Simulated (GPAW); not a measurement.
## Near-edge structure at the O K edge of SiO2 (Stishovite, P4_2/mnm)

What does one-electron theory with a core hole give for the O K edge of SiO2 (Stishovite, P4_2/mnm)?

Calculated with GPAW 26.7.0; X-ray absorption from dipole matrix elements to empty bands, plane-wave PAW PBE.

## 1. Starting point

The structure is tetragonal, space group P4_2/mnm (No. 136). Conventional cell: a = 4.177 Å, b = 4.177 Å, c = 2.665 Å, α = 90.00°, β = 90.00°, γ = 90.00°. Nearest to Si lie 6 O at 1.76 to 1.81 Å. O has 3 Si at 1.76 to 1.81 Å nearest. Farther neighbours and most contacts between anions are not listed.

Structure file:

```xyz
6
Lattice="4.1773 0.0000 0.0000 0.0000 4.1773 0.0000 0.0000 0.0000 2.6652" Properties=species:S:1:pos:R:3 pbc="T T T"
Si    2.0886    2.0886    1.3326
Si    0.0000    0.0000    0.0000
O     3.3665    0.8108    1.3326
O     2.8995    2.8995    0.0000
O     0.8108    3.3665    1.3326
O     1.2778    1.2778    0.0000
```

## 2. Ground state of the crystal

The ground state comes first: it tells whether the system has a gap, which decides how the excited electron is treated.

Contents of scf.py:

```python
import numpy as np
from ase import Atoms
from ase.parallel import parprint, paropen
from gpaw import GPAW, PW, FermiDirac, Mixer, MixerDif, setup_paths
from gpaw.test import gen
setup_paths.insert(0, '.')
gen('O', name='nch1s', xcname='PBE', corehole=(1, 0, 0), write_xml=True)
from gpaw.mpi import world
world.barrier()

atoms = Atoms('Si2O4',
    cell=[[4.1773, 0, 0],
     [0, 4.1773, 0],
     [0, 0, 2.6652]],
    scaled_positions=[[0.5, 0.5, 0.5],
     [0, 0, 0],
     [0.8059, 0.1941, 0.5],
     [0.6941, 0.6941, 0],
     [0.1941, 0.8059, 0.5],
     [0.3059, 0.3059, 0]],
    pbc=True)
atoms.calc = calc = GPAW(legacy_gpaw=True, mode=PW(500), xc='PBE', setups={2: 'nch1s'},
    kpts={'size': (6, 6, 9), 'gamma': True}, occupations=FermiDirac(0.05),
    charge=0, mixer=Mixer(0.1, 5, 50), maxiter=150,
    convergence={'density': 0.0001}, txt='scf.txt')
energy = atoms.get_potential_energy() + calc.get_reference_energy()
ef = calc.get_fermi_level()
out = dict(energy=energy, fermi=ef, forces=atoms.get_forces().tolist())
parprint(f'all-electron energy {energy:.4f} eV, Fermi level {ef:.4f} eV')
ev = np.array([[calc.get_eigenvalues(k, s) for k in range(len(calc.get_ibz_k_points()))] for s in range(calc.get_number_of_spins())])
out['homo'], out['lumo'], out['counts'] = ev[ev < ef].max(), ev[ev > ef].min(), sorted(set((ev < ef).sum((0, 2)).tolist()))
out['filled'] = (ev[:, 0] < ef).sum(1).tolist()
import json
with paropen('out.json', 'w') as f:
    json.dump(out, f)
```

Started as:

```console
$ OMP_NUM_THREADS=1 mpirun -n 2 gpaw python scf.py
```

Numbers of over 12 decimals in the logs are rounded to 6 here.

The program printed:

```text
Input parameters:
  convergence: {density: 0.0001}
  kpts: {gamma: True,
         size: (6, 6, 9)}
  maxiter: 150
  mixer: {backend: pulay,
          beta: 0.1,
          method: separate,
          nmaxold: 5,
          weight: 50}
  mode: {ecut: 500.0,
         name: pw}
  occupations: {fixmagmom: False,
                name: fermi-dirac,
                width: 0.05}
  setups: {2: nch1s}
  xc: PBE

Initialize ...

[... PAW data sets ...]

Reference energy: -23936.097819  # eV

Spin-paired calculation

[... convergence settings ...]
Symmetries present (total): 4
  [... symmetry matrices ...]

324 k-points: 6 x 6 x 9 Monkhorst-Pack grid + [1/12,1/12,0.000000]
65 k-points in the irreducible part of the Brillouin zone
       k-points in crystal coordinates                weights
   0:     0.00000000    0.00000000    0.00000000          1/324
   1:     0.00000000    0.00000000    0.11111111          2/324
   2:     0.00000000    0.00000000    0.22222222          2/324
   3:     0.00000000    0.00000000    0.33333333          2/324
   4:     0.00000000    0.00000000    0.44444444          2/324
   5:     0.16666667   -0.16666667    0.00000000          2/324
   6:     0.16666667   -0.16666667    0.11111111          4/324
   7:     0.16666667   -0.16666667    0.22222222          4/324
   8:     0.16666667   -0.16666667    0.33333333          4/324
   9:     0.16666667   -0.16666667    0.44444444          4/324
          ...
  64:     0.50000000    0.50000000    0.44444444          2/324

Wave functions: Plane wave expansion
  Cutoff energy: 500.000 eV
  Number of coefficients (min, max): 1164, 1201
  Pulay-stress correction: 0.000000 eV/Ang^3 (de/decut=0.000000)
  Using FFTW library
  Wavefunction extrapolation:
    Improved wavefunction reuse through dual PAW basis

Occupation numbers: Fermi-Dirac:
  width: 0.0500  # eV

Eigensolver
   Davidson(niter=2)

Densities:
  Coarse grid: 24*24*14 grid
  Fine grid: 48*48*28 grid
  Total Charge: 0.000000

Density mixing:
  Method: separate
  Backend: pulay
  Linear mixing parameter: 0.1
  old densities: 5
  Width of damping distribution: 1.1
  Damping of long wavelength oscillations: 50

[... Hamiltonian set-up ...]
Number of atoms: 6
Number of atomic orbitals: 24
Number of bands in calculation: 24
Number of valence electrons: 32
Bands to converge: occupied

... initialized

Initializing position-dependent things.

Density initialized from atomic densities
Creating initial wave functions:
  24 bands from LCAO basis set

Positions:
   0 Si     2.088650    2.088650    1.332600    ( 0.0000,  0.0000,  0.0000)
   1 Si     0.000000    0.000000    0.000000    ( 0.0000,  0.0000,  0.0000)
   2 O      3.366486    0.810814    1.332600    ( 0.0000,  0.0000,  0.0000)
   3 O      2.899464    2.899464    0.000000    ( 0.0000,  0.0000,  0.0000)
   4 O      0.810814    3.366486    1.332600    ( 0.0000,  0.0000,  0.0000)
   5 O      1.277836    1.277836    0.000000    ( 0.0000,  0.0000,  0.0000)

Unit cell:
           periodic     x           y           z      points  spacing
  1. axis:    yes    4.177300    0.000000    0.000000    24     0.1741
  2. axis:    yes    0.000000    4.177300    0.000000    24     0.1741
  3. axis:    yes    0.000000    0.000000    2.665200    14     0.1904

  Lengths:   4.177300   4.177300   2.665200
  Angles:   90.000000  90.000000  90.000000

Effective grid spacing dv^(1/3) = 0.1793

iter:   1   -48.794821
iter:   2   -47.008354   -1.35  -0.78
iter:   3   -44.904778   -1.07  -0.88
iter:   4   -45.259223   -1.80  -1.28
iter:   5   -45.046367   -1.94  -1.52
iter:   6   -45.046373   -4.16  -2.64
iter:   7   -45.046317c  -4.60  -2.74
iter:   8   -45.046231c  -4.47  -2.91
iter:   9   -45.046080c  -5.44  -3.15
iter:  10   -45.046152c  -5.09  -3.44
iter:  11   -45.046066c  -5.40  -3.24
iter:  12   -45.046066c  -7.79c -4.46c

Converged after 12 iterations.

Dipole moment: (-0.000000, 0.000000, -0.000000) |e|*Ang

Energy contributions relative to reference atoms: (reference = -23936.097819)

Kinetic:        +42.586776
Potential:      -32.494505
External:        +0.000000
XC:             -55.155874
Entropy (-ST):   -0.000000
Local:           +0.017537
SIC:             +0.000000
--------------------------
Free energy:    -45.046066
Extrapolated:   -45.046066

Showing only first 2 kpts
 Kpt  Band  Eigenvalues  Occupancy
  0    14      7.88082    2.00000
  0    15      8.74498    2.00000
  0    16     14.38199    0.00000
  0    17     15.47919    0.00000

  1    14      7.76940    2.00000
  1    15      8.60745    2.00000
  1    16     14.98350    0.00000
  1    17     16.37229    0.00000

Fermi level: 10.15837

Gap: 5.637 eV
Transition (v -> c):
  (s=0, k=0, n=15, [0.00, 0.00, 0.00]) -> (s=0, k=0, n=16, [0.00, 0.00, 0.00])
No difference between direct/indirect transitions

Forces in eV/Ang:
  0 Si    0.00000   -0.00000    0.00000
  1 Si    0.00000   -0.00000    0.00000
  2 O    -0.14767    0.14767    0.00000
  3 O     0.14767    0.14767    0.00000
  4 O     0.14767   -0.14767    0.00000
  5 O    -0.14767   -0.14767    0.00000
Scalar-relativistic atomic PBE calculation for O (Oxygen, Z=8)
Core hole in 1s state (1s occupation: 2.0)
300 radial gridpoints.
|------------------------------------------------|
|------------------------------------------------|
[... the atom generator's iteration count ...]

Energy contributions:
-------------------------
Kinetic:      +74.889487
XC:            -8.275248
Potential:   -141.614183
-------------------------
Total:        -74.999944

state      eigenvalue         ekin         rmax
-----------------------------------------------
1s^2.0 :   -18.913699    29.145489        0.129
2s^2.0 :    -0.880545     3.220963        0.871
2p^4.0 :    -0.331818     2.539146        0.819
-----------------------------------------------
(units: Bohr and Hartree)

Generating PAW setup
Kinetic energy of the core from tauc = 58.337696
Cutoffs:
rc(s)=1.300
rc(p)=1.130
rc(d)=1.170
rc(vbar)=1.300
rc(comp)=1.260
rc(nct)=1.300

Kinetic energy of the core states: 58.290978
Charge: 0.0
Core electrons: 2.0
Valence electrons: 6.0
Pseudo-core charge: 0.000736
Shape function alpha=6.299
Pseudo-electron charge 5.680117
state    eigenvalue         norm
--------------------------------
2s(2) :    -0.880545     1.081993
*s    :     0.119455
2p(4) :    -0.331818     0.878848
*p    :     0.668182
*d    :     0.000000
--------------------------------

Diagonalizing with gridspacing h=0.050

state   all-electron     PAW
-------------------------------
2s:      -0.880545    -0.881653
2p:      -0.331818    -0.335594
*d:                    0.049820
*f:                    0.077145
-------------------------------
all-electron energy -23981.1439 eV, Fermi level 10.1584 eV
```

Elapsed: 33 s, on 2 MPI ranks of Arm Neoverse N1, shared host; peak memory 0.2 GiB; 66 s of CPU time.

The mesh shows a gap of 5.64 eV, so the hole is first treated in a charged cell, without the excited electron.

## 3. Spectrum without a core hole, O atom 3

This cheap baseline ignores the attraction of the hole: it shows the absorber's empty states as they are in the ground state. The data set with a hole of occupation 0 only carries the core orbital.

The absorber has 2 Si at 1.76 Å and 1 Si at 1.81 Å (distorted trigonal planar, site symmetry m2m).

Contents of xas.py:

```python
import numpy as np
from ase import Atoms
from ase.parallel import parprint, paropen
from gpaw import GPAW, PW, FermiDirac, Mixer, MixerDif, setup_paths
from gpaw.test import gen
setup_paths.insert(0, '.')
gen('O', name='nch1s', xcname='PBE', corehole=(1, 0, 0), write_xml=True)
from gpaw.mpi import world
world.barrier()

atoms = Atoms('Si2O4',
    cell=[[4.1773, 0, 0],
     [0, 4.1773, 0],
     [0, 0, 2.6652]],
    scaled_positions=[[0.5, 0.5, 0.5],
     [0, 0, 0],
     [0.8059, 0.1941, 0.5],
     [0.6941, 0.6941, 0],
     [0.1941, 0.8059, 0.5],
     [0.3059, 0.3059, 0]],
    pbc=True)
atoms.calc = calc = GPAW(legacy_gpaw=True, mode=PW(500), xc='PBE', setups={2: 'nch1s'},
    kpts={'size': (6, 6, 9), 'gamma': True}, occupations=FermiDirac(0.02),
    charge=0, mixer=Mixer(0.1, 5, 50), maxiter=150,
    convergence={'density': 0.0001}, txt='scf.txt')
energy = atoms.get_potential_energy() + calc.get_reference_energy()
ef = calc.get_fermi_level()
out = dict(energy=energy, fermi=ef, forces=atoms.get_forces().tolist())
parprint(f'all-electron energy {energy:.4f} eV, Fermi level {ef:.4f} eV')
ev = np.array([[calc.get_eigenvalues(k, s) for k in range(len(calc.get_ibz_k_points()))] for s in range(calc.get_number_of_spins())])
out['homo'], out['lumo'], out['counts'] = ev[ev < ef].max(), ev[ev > ef].min(), sorted(set((ev < ef).sum((0, 2)).tolist()))
out['filled'] = (ev[:, 0] < ef).sum(1).tolist()

from ase.units import Ha
from gpaw.xas import dipole_matrix_elements
nb = int(calc.get_number_of_electrons() / 2) + 31
top = nb
nscf = calc.fixed_density(kpts={'size': (6, 6, 8), 'gamma': True},
    convergence={'eigenstates': 1.0}, txt='nscf.txt')
nscf.diagonalize_full_hamiltonian(nbands=nb)
cell = atoms.cell.array
ops = [cell.T @ U.T @ np.linalg.inv(cell.T) for U in nscf.wfs.kd.symmetry.op_scc]
filled = [16]  # bands filled in the ground state, by spin
E = np.arange(-25, 34, 0.1)
fwhm = np.interp(E, [4, 25], [0.9, 3.5])
Y, X, zero, highest = 0, 0, 1e9, 1e9
for spin in range(nscf.get_number_of_spins()):
    wfs = nscf.wfs
    A = dipole_matrix_elements(wfs.setups[2])
    eps = np.zeros((wfs.kd.nibzkpts, nb))
    d = np.zeros((3, A.shape[1], wfs.kd.nibzkpts, nb), complex)
    for kpt in wfs.kpt_u:
        if kpt.s == spin and 2 in kpt.P_ani:
            eps[kpt.k] = kpt.eps_n * Ha
            d[:, :, kpt.k] = (kpt.weight * wfs.nspins / 2) ** 0.5 * np.inner(A, kpt.P_ani[2])
    world.sum(eps)
    world.sum(d)
    T = np.einsum('amkn,bmkn->abkn', d, d.conj()).real
    T = sum(np.einsum('ai,ijkn,bj->abkn', R, T, R) for R in ops) / len(ops)
    empty = np.ones_like(eps, bool) & (np.arange(nb) >= filled[spin])
    zero, highest = min(zero, eps[empty].min()), min(highest, eps[:, top - 1].min())
    lines = [(eps, T, empty)] if spin == 0 else lines + [(eps, T, empty)]
for eps, T, empty in lines:
    f = np.einsum('aakn->akn', T).reshape(3, -1)
    x = eps.ravel() - zero
    w = np.interp(x, E, fwhm) / 2.35482
    g = np.exp(-0.5 * ((E[:, None] - x) / w) ** 2) / (w * (2 * np.pi) ** 0.5)
    Y = Y + (f * empty.ravel()) @ g.T
    X = X + (f * ~empty.ravel()) @ g.T
out.update(E=E.round(2).tolist(), xas=Y.tolist(), xes=X.tolist(), zero=zero, valid=highest - zero, nk=len(eps), nb=nb)
for i in range(0, len(E), 10):
    parprint(f'{E[i]:7.2f}', *(f'{v:10.3e}' for v in Y[:, i]))
import json
with paropen('out.json', 'w') as f:
    json.dump(out, f)
```

Started as:

```console
$ OMP_NUM_THREADS=1 mpirun -n 2 gpaw python xas.py
```

The program printed:

```text
Input parameters:
  convergence: {density: 0.0001}
  kpts: {gamma: True,
         size: (6, 6, 9)}
  maxiter: 150
  mixer: {backend: pulay,
          beta: 0.1,
          method: separate,
          nmaxold: 5,
          weight: 50}
  mode: {ecut: 500.0,
         name: pw}
  occupations: {fixmagmom: False,
                name: fermi-dirac,
                width: 0.02}
  setups: {2: nch1s}
  xc: PBE

Initialize ...

[...]
*p    :     0.668182
*d    :     0.000000
--------------------------------

Diagonalizing with gridspacing h=0.050

state   all-electron     PAW
-------------------------------
2s:      -0.880545    -0.881653
2p:      -0.331818    -0.335594
*d:                    0.049820
*f:                    0.077145
-------------------------------
all-electron energy -23981.1439 eV, Fermi level 9.7584 eV
[...]
32.00  7.722e-06  7.722e-06  1.046e-05
  33.00  3.139e-06  3.139e-06  3.904e-06
[key lines of the parts left out:]
Converged after 12 iterations.
Dipole moment: (-0.000000, 0.000000, -0.000000) |e|*Ang
Free energy:    -45.046066
Fermi level: 9.75837
```

It took 4.7 min on 2 MPI ranks; peak memory 0.39 GiB; 9.5 min of CPU time.

The O K spectrum, O atom 3, no core hole (energy from the lowest empty level; intensity scaled to a mean of 1 over the first 20 eV; polarised curves are means over the symmetry-equivalent atoms):

```tsv
E (eV)	isotropic	ε ⊥ c	ε ∥ c
-2.00	0.00	0.00	0.00
-1.25	0.00	0.00	0.00
-0.50	0.00	0.00	0.00
0.25	0.01	0.02	0.01
1.00	0.10	0.10	0.11
1.75	0.50	0.39	0.71
2.50	1.14	0.75	1.92
3.25	0.83	0.62	1.27
4.00	0.72	0.54	1.08
4.75	0.83	0.66	1.17
5.50	0.96	0.85	1.20
6.25	1.27	1.15	1.51
7.00	1.53	1.40	1.78
7.75	1.99	1.83	2.29
8.50	2.75	2.56	3.13
9.25	3.40	3.43	3.35
10.00	3.27	3.60	2.60
10.75	2.00	2.33	1.33
11.50	0.90	1.06	0.58
12.25	0.57	0.60	0.50
13.00	0.49	0.44	0.60
13.75	0.43	0.35	0.61
14.50	0.35	0.29	0.46
15.25	0.27	0.26	0.29
16.00	0.25	0.27	0.20
16.75	0.29	0.34	0.19
17.50	0.35	0.42	0.22
18.25	0.42	0.49	0.28
19.00	0.49	0.56	0.36
19.75	0.55	0.60	0.45
20.50	0.59	0.61	0.55
21.25	0.64	0.62	0.68
22.00	0.73	0.68	0.84
22.75	0.86	0.79	1.01
23.50	0.95	0.88	1.10
24.25	0.94	0.89	1.04
25.00	0.82	0.81	0.84
25.75	0.66	0.67	0.63
26.50	0.52	0.54	0.47
```

Main maxima below 24 eV (height): 2.6 eV (1.16), 9.6 eV (3.49) and 23.8 eV (0.96). A K edge sees empty p states on the absorber.

The same matrix elements for filled bands give the O K emission of O atom 3 (ground-state approximation; energy from the lowest empty level, largest value 1):

```tsv
E (eV)	emission
-24.00	0.00
-23.25	0.00
-22.50	0.00
-21.75	0.00
-21.00	0.00
-20.25	0.00
-19.50	0.00
-18.75	0.00
-18.00	0.00
-17.25	0.00
-16.50	0.05
-15.75	0.17
-15.00	0.20
-14.25	0.20
-13.50	0.29
-12.75	0.34
-12.00	0.45
-11.25	0.51
-10.50	0.55
-9.75	0.75
-9.00	0.89
-8.25	0.77
-7.50	0.98
-6.75	0.72
-6.00	0.17
-5.25	0.01
-4.50	0.00
-3.75	0.00
-3.00	0.00
-2.25	0.00
-1.50	0.00
-0.75	0.00
0.00	0.00
0.75	0.00
1.50	0.00
2.25	0.00
3.00	0.00
```

Emission maxima: -9.2 eV (0.91) and -7.4 eV (1.00).

## 4. Reference energy of the supercell

The photon energy needs a difference of total energies, so the cell and mesh of the coming hole run are first run without a hole.

scf.py: that of step 2 with these lines changed.

```diff
@@ -10,15 +10,21 @@
 
-atoms = Atoms('Si2O4',
-    cell=[[4.1773, 0, 0],
-     [0, 4.1773, 0],
-     [0, 0, 2.6652]],
-    scaled_positions=[[0.5, 0.5, 0.5],
+atoms = Atoms('Si4O8',
+    cell=[[4.1773, 0, 2.6652],
+     [0, 4.1773, 2.6652],
+     [0, -4.1773, 2.6652]],
+    scaled_positions=[[0.5, 0.25, 0.75],
+     [0.5, 0.75, 0.25],
      [0, 0, 0],
-     [0.8059, 0.1941, 0.5],
-     [0.6941, 0.6941, 0],
-     [0.1941, 0.8059, 0.5],
-     [0.3059, 0.3059, 0]],
+     [0, 0.5, 0.5],
+     [0.8059, 0.9441, 0.75],
+     [0.8059, 0.4441, 0.25],
+     [0.6941, 0, 0.3059],
+     [0.6941, 0.5, 0.8059],
+     [0.1941, 0.5559, 0.75],
+     [0.1941, 0.0559, 0.25],
+     [0.3059, 0, 0.6941],
+     [0.3059, 0.5, 0.1941]],
     pbc=True)
-atoms.calc = calc = GPAW(legacy_gpaw=True, mode=PW(500), xc='PBE', setups={2: 'nch1s'},
-    kpts={'size': (6, 6, 9), 'gamma': True}, occupations=FermiDirac(0.05),
+atoms.calc = calc = GPAW(legacy_gpaw=True, mode=PW(500), xc='PBE', setups={4: 'nch1s'},
+    kpts={'size': (5, 5, 5), 'gamma': True}, occupations=FermiDirac(0.02),
     charge=0, mixer=Mixer(0.1, 5, 50), maxiter=150,
```

Started as:

```console
$ OMP_NUM_THREADS=1 mpirun -n 2 gpaw python scf.py
```

The program printed:

```text
Input parameters:
  convergence: {density: 0.0001}
  kpts: {gamma: True,
         size: (5, 5, 5)}
  maxiter: 150
  mixer: {backend: pulay,
          beta: 0.1,
          method: separate,
          nmaxold: 5,
          weight: 50}
  mode: {ecut: 500.0,
         name: pw}
  occupations: {fixmagmom: False,
                name: fermi-dirac,
                width: 0.02}
  setups: {4: nch1s}
  xc: PBE

Initialize ...

[...]
--------------------------------
2s(2) :    -0.880545     1.081993
*s    :     0.119455
2p(4) :    -0.331818     0.878848
*p    :     0.668182
*d    :     0.000000
--------------------------------

Diagonalizing with gridspacing h=0.050

state   all-electron     PAW
-------------------------------
2s:      -0.880545    -0.881653
2p:      -0.331818    -0.335594
*d:                    0.049820
*f:                    0.077145
-------------------------------
all-electron energy -47962.2933 eV, Fermi level 9.7582 eV
[key lines of the parts left out:]
Converged after 16 iterations.
Dipole moment: (0.000000, 0.000000, 0.000000) |e|*Ang
Free energy:    -90.097787
Fermi level: 9.75817
```

Wall time 2.1 min (2 MPI ranks); peak memory 0.27 GiB.

Reference energy: -47962.293 eV with the cores included.

(Continued in part 2 of 2.)

[Banner, clock and machine lines of the logs are left out without a mark of their own.]

[Logs are printed without paths, hosts, clocks, repeated set-up lines and the standing remarks that a program may print on its own settings, such as how far it seeks lower states.]

[Hosts, paths, dates, database ids (printed as entryN), source tags and the programs' standing remarks are cut or masked in the printed files.]

[Lists of maxima count a maximum above −3 eV only where it reaches 4 % of the highest in the window and stands out from its surroundings by 2 % of it (1.5 % where it reaches 55 %); shoulders and weaker maxima are passed over, and of the rest the first, up to two pre-edge ones and the few strongest are named.]
